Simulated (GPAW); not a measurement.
# BAs: optical spectrum from first principles

Wanted: where BAs starts to absorb, how strongly, and its refractive index.

Method: DFT, PBE, plane-wave PAW (GPAW data sets), scalar-relativistic, RPA, optical limit, in GPAW 26.7.0.

Report form: the programs' logs are mostly left out.

## 1. Set-up

Symmetry: F-43m, No. 216, cubic system. Conventional cell: a = 4.777 Å, b = 4.777 Å, c = 4.777 Å, α = 90.00°, β = 90.00°, γ = 90.00°. Nearest to As lie 4 B at 2.07 Å. Nearest to B lie 4 As at 2.07 Å. Farther neighbours are not listed.

## 2. Ground state

The self-consistent density comes first; it also tells whether there is a gap, which decides the occupations and the need for a Drude term.

This step: DFT, PBE, plane-wave PAW (GPAW data sets), scalar-relativistic, ground state (GPAW 26.7.0).

gs.py

```python
from ase import Atoms
from ase.dft.bandgap import bandgap
from gpaw import GPAW, PW, FermiDirac

atoms = Atoms(['As', 'B'],
              cell=[[0.000000000000, 2.388500000000, 2.388500000000],
                    [2.388500000000, 0.000000000000, 2.388500000000],
                    [2.388500000000, 2.388500000000, 0.000000000000]],
              scaled_positions=[[0.750000000000, 0.750000000000, 0.750000000000],
                                [0.000000000000, 0.000000000000, 0.000000000000]],
              pbc=[True, True, True])
atoms.calc = GPAW(mode=PW(500), xc='PBE', kpts={'size': (8, 8, 8), 'gamma': True},
                  occupations=FermiDirac(0.05), maxiter=150, txt='gs.txt')
print('energy (eV)', atoms.get_potential_energy())
print('Fermi level (eV)', atoms.calc.get_fermi_level())
print('valence electrons', atoms.calc.get_number_of_electrons())
print('gap (eV)', bandgap(atoms.calc, output=None)[0])
print('direct gap (eV)', bandgap(atoms.calc, direct=True, output=None)[0])
atoms.calc.write('gs.gpw')
```

Launch:

```console
OMP_NUM_THREADS=1 python gs.py
```

The job ended after 5.3 s (1 thread of Arm Neoverse V1, shared host; peak memory 0.12 GiB).

This step gave:

| Item | Value |
| --- | --- |
| energy | -11.39 eV |
| Fermi energy | 8.559 eV |
| gap on the k-mesh | 1.198 eV |
| direct gap on the mesh | 3.293 eV |
| electrons | 8 |

There is a gap, 1.20 eV on this mesh (points off the mesh can give less), so no carriers' term is needed.

## 3. Bands for the response

At the fixed density, many empty bands are solved on the mesh of the response, since the spectrum sums over them.

This step: DFT, PBE, plane-wave PAW (GPAW data sets), scalar-relativistic, bands at fixed density (GPAW 26.7.0).

nscf.py

```python
from ase.dft.bandgap import bandgap
from gpaw import GPAW, FermiDirac

calc = GPAW('gs.gpw').fixed_density(kpts={'size': (12, 12, 12), 'gamma': True}, nbands=26, convergence={'bands': 20},
                                    occupations=FermiDirac(0.001), txt='nscf.txt')
print('gap (eV)', bandgap(calc, output=None)[0])
print('direct gap (eV)', bandgap(calc, direct=True, output=None)[0])
print('top band over the Fermi level (eV)', min(calc.get_eigenvalues(kpt=k)[19] for k in range(len(calc.get_ibz_k_points()))) - calc.get_fermi_level())
calc.write('full.gpw', mode='all')
```

Launch:

```console
OMP_NUM_THREADS=1 python nscf.py
```

Elapsed: 24 s, on 1 thread; peak memory 0.16 GiB.

This step gave:

- gap on the k-mesh: 1.191 eV

## 4. Dielectric function, RPA

Local fields let the induced charge screen the field inside the cell, which as a rule lowers ε, most along directions where the density is uneven.

This step: DFT, PBE, plane-wave PAW (GPAW data sets), scalar-relativistic, RPA, optical limit (GPAW 26.7.0).

df.py

```python
from gpaw.response.df import DielectricFunction

df = DielectricFunction('full.gpw', frequencies={'type': 'nonlinear', 'domega0': 0.03, 'omega2': 8},
                        ecut=60,
                        eta=0.1,
                        nbands=20,
                        txt='df.txt')
for direction in ['x']:
    df.get_dielectric_function(xc='RPA', direction=direction, filename=f'df_{direction}.csv')
```

Launch:

```console
OMP_NUM_THREADS=1 python df.py
```

It took 4.6 s on 1 thread; peak memory 0.21 GiB.

This step gave:

```
electronic dielectric constant ε∞, mean over x, y and z (by symmetry where fewer were run) : 9.394
main peak of Im epsilon, first axis                                                        : 5.571 eV
```

The Im ε, E ∥ x has structure finer than the step of the table below, so its rows give means over 1 eV, whole bins alone (the curve runs from 0 to 21.9 eV). Peaks (eV: height): 5.6: 37.4, 6.6: 24.8.

Values under the direct gap are tails of Lorentzian lines. The Im ε, E ∥ x by photon energy; means over each step:

photon energy (eV), Im ε, E ∥ x and a bar:
```
        1        0.1 
        2        0.2 
        3        1.0 #
        4        8.3 #############
        5       16.9 ##########################
        6       19.4 ##############################
        7       13.4 #####################
        8        5.0 ########
        9        4.4 #######
       10        2.5 ####
       11        1.6 ##
       12        1.6 ##
       13        1.1 ##
       14        1.0 ##
       15        0.7 #
       16        0.6 #
       17        0.5 #
       18        0.4 #
       19        0.4 #
       20        0.4 #
       21        0.3
```

Re ε, E ∥ x against photon energy:

| photon energy (eV) | Re ε, E ∥ x |
| --- | --- |
| 0 | 9.39 |
| 1 | 9.69 |
| 2 | 10.7 |
| 3 | 13.8 |
| 4 | 16.5 |
| 5 | 13.6 |
| 6 | -2.58 |
| 7 | -9.55 |
| 8 | -5.20 |
| 9 | -3.46 |
| 10 | -3.57 |
| 11 | -1.73 |
| 12 | -1.70 |
| 13 | -1.26 |
| 14 | -1.11 |
| 15 | -0.825 |
| 16 | -0.565 |
| 17 | -0.503 |
| 18 | -0.273 |
| 19 | -0.0426 |
| 20 | -0.0592 |
| 21 | 0.0571 |

The refractive index n and extinction k by photon energy:

| photon energy (eV) | n | k |
| --- | --- | --- |
| 0 | 3.06 | 0 |
| 1 | 3.11 | 0.00983 |
| 2 | 3.28 | 0.0253 |
| 3 | 3.72 | 0.0837 |
| 4 | 4.19 | 1.03 |
| 5 | 4.05 | 1.65 |
| 6 | 2.32 | 2.82 |
| 7 | 1.63 | 3.50 |
| 8 | 1.09 | 2.53 |
| 9 | 1.31 | 2.28 |
| 10 | 0.650 | 2.00 |
| 11 | 0.525 | 1.42 |
| 12 | 0.578 | 1.43 |
| 13 | 0.379 | 1.19 |
| 14 | 0.524 | 1.18 |
| 15 | 0.402 | 0.993 |
| 16 | 0.348 | 0.828 |
| 17 | 0.296 | 0.768 |
| 18 | 0.344 | 0.626 |
| 19 | 0.450 | 0.495 |
| 20 | 0.416 | 0.482 |
| 21 | 0.428 | 0.355 |

The Im ε, E ∥ x has structure finer than the step of the table below, so its rows give means over 1 eV, whole bins alone (the curve runs from 0 to 21.9 eV). Peaks (eV: height): without local fields 5.6: 40.9, 6.5: 26.6; with local fields 5.6: 37.4, 6.6: 24.8.

Values under the direct gap are tails of Lorentzian lines. The Im ε, E ∥ x by photon energy; means over each step:

| photon energy (eV) | without local fields | with local fields |
| --- | --- | --- |
| 1 | 0.0689 | 0.0628 |
| 2 | 0.192 | 0.174 |
| 3 | 1.10 | 1.01 |
| 4 | 9.09 | 8.26 |
| 5 | 19.6 | 16.9 |
| 6 | 21.0 | 19.4 |
| 7 | 13.2 | 13.4 |
| 8 | 5.05 | 5.05 |
| 9 | 4.45 | 4.43 |
| 10 | 2.34 | 2.48 |
| 11 | 1.65 | 1.60 |
| 12 | 1.59 | 1.63 |
| 13 | 1.10 | 1.11 |
| 14 | 1.00 | 1.03 |
| 15 | 0.737 | 0.736 |
| 16 | 0.584 | 0.616 |
| 17 | 0.519 | 0.532 |
| 18 | 0.435 | 0.432 |
| 19 | 0.418 | 0.442 |
| 20 | 0.290 | 0.386 |
| 21 | 0.233 | 0.306 |

The loss function −Im 1/ε at q → 0, E ∥ x has structure finer than the step of the table below, so its rows give means over 1 eV, whole bins alone (the curve runs from 0 to 21.9 eV). Peaks (eV: height): 18.9: 2.43, 20.6: 3.82.

Values under the direct gap are tails of Lorentzian lines. Table of loss function −Im 1/ε at q → 0, E ∥ x by energy loss; means over each step:

| energy loss (eV) | loss function −Im 1/ε at q → 0, E ∥ x |
| --- | --- |
| 1 | 6.6e-4 |
| 2 | 0.00146 |
| 3 | 0.00439 |
| 4 | 0.0228 |
| 5 | 0.0317 |
| 6 | 0.0553 |
| 7 | 0.0543 |
| 8 | 0.0901 |
| 9 | 0.134 |
| 10 | 0.123 |
| 11 | 0.250 |
| 12 | 0.285 |
| 13 | 0.358 |
| 14 | 0.433 |
| 15 | 0.631 |
| 16 | 0.856 |
| 17 | 1.10 |
| 18 | 1.70 |
| 19 | 2.13 |
| 20 | 2.44 |
| 21 | 3.22 |

From ε follow the optical constants at some laser and lamp lines:

| wavelength (nm) | n | k | R (%) | 1/α |
| --- | --- | --- | --- | --- |
| 1550 | 3.09 | 0.008 | 26.2 | 16 µm |
| 633 | 3.27 | 0.024 | 28.2 | 2.1 µm |
| 532 | 3.38 | 0.034 | 29.5 | 1.2 µm |
| 365 | 4.06 | 0.263 | 36.7 | 110 nm |
| 308 | 4.17 | 1.057 | 40.1 | 23 nm |
| 248 | 4.04 | 1.654 | 42.6 | 12 nm |
| 193 | 3.24 | 2.797 | 49.8 | 5.5 nm |

Below the direct gap, k and the depth come from the tails of the Lorentzian lines, not from transitions.

Rows near the edge hang on the gap, which this functional as a rule makes too small, and phonon-assisted absorption is left out.

## 5. What came out

```json
{"electronic dielectric constant ε∞, mean over x, y and z (by symmetry where fewer were run) (RPA)": "9.39", "main peak of Im epsilon, first axis": "5.57 eV"}
```

At this level (PBE, RPA) BAs has ε∞ = 9.39 and n = 3.09 at 1550 nm, and Im ε peaks at 5.6 eV. On the mesh the gap is 1.19 eV and the least direct gap 3.29 eV, so on this mesh the band edges lie at different points. Local fields change the static value along x from 10.02 to 9.39 (-6 %). Distinct maxima of Im ε, read by a parabola through the highest points, lie at 4.53 eV (13), 4.87 eV (17), 5.57 eV (37) and 6.59 eV (25). Excitons and phonon-assisted transitions are missing; PBE gaps are as a rule too small, which pulls the onset down and ε∞ up. The sum runs over mesh points, so small or evenly spaced maxima can still be ripples of the mesh. Besides steps told in other documents, this task had 1 run with a known fault of program or setting; those not told in a step above aren't shown.

[Machine, clock and banner lines and Python warnings are left out of the logs.]

[Logs are printed without paths, hosts, clocks, repeated set-up lines and the standing remarks that a program may print on its own settings, such as how far it seeks lower states.]

[Hosts, paths, dates, database ids (printed as entryN), source tags and the programs' standing remarks are cut or masked in the printed files.]
